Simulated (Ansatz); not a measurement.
# Tunnelling across a broken La chain: predicting one gap

Set-up. Ansatz 0.2.0, plane waves with PAW datasets at the program's default cutoffs, Fermi-Dirac smearing of 0.05 eV, chains in boxes 7.5 Å wide or more, moments seeded when the perfect chain is relaxed. PBE, no spin-orbit coupling; one bond is opened by s Å beyond its relaxed length, the other atoms of a straight cell of 12 kept, without spin, and the conductance taken at 300 K.

```tsv
run	G (G₀)	largest error term (%)	s	ln G
+1.8 Å	1.245	0	1.8	0.2188
+2.5 Å	0.8907	1	2.5	−0.1157
+3.3 Å	0.4846	2	3.3	−0.7245
```

One run is withheld: run = +4.2 Å, with s = 4.2. Fit a straight line ln G = a + b × s to the 3 rows shown and predict it.

**Fit.** The means are 2.533 for s and −0.2071 for ln G. The sum of products of deviations is −0.7121 and the sum of squares in s is 1.127, so b = −0.7121 / 1.127 = −0.632 and a = −0.2071 − (−0.632) × 2.533 = 1.394. The residuals' standard deviation, with 1 degree of freedom, is σ = 0.086.

**Prediction.** ln G = 1.394 + (−0.632) × 4.2 = −1.26, that is 0.284 G₀. The run gave 0.159 G₀ (ln G = −1.84), so the prediction less the run is +0.58. The standard error of a prediction there, σ√(1 + 1/3 + (4.2 − 2.533)²/1.127), is 0.17, and the miss is 3.4 times that, for a point outside the fitted range. With so few rows σ is itself uncertain.

**Limits.** Between neighbouring runs the slope of ln G lies between −1.24 and −0.48 per Å, so one exponential is an approximation; it is flattest at the narrowest gap, nearest to contact. Error terms (up to 3 %, withheld run included) bound how much a small miss can mean. Broken ends may want a moment where none was allowed. No image potential, spin-orbit coupling or relaxation; a bent or dimerised chain may be lower in energy. Series of this kind are told only where this holds: one magnetic state in all runs, error terms under 60 %, and the runs' own leads conduct as the perfect chain does. 36 of 42 did.

[Logs are printed without paths, hosts, clocks, repeated set-up lines and the standing remarks that a program may print on its own settings, such as how far it seeks lower states.]
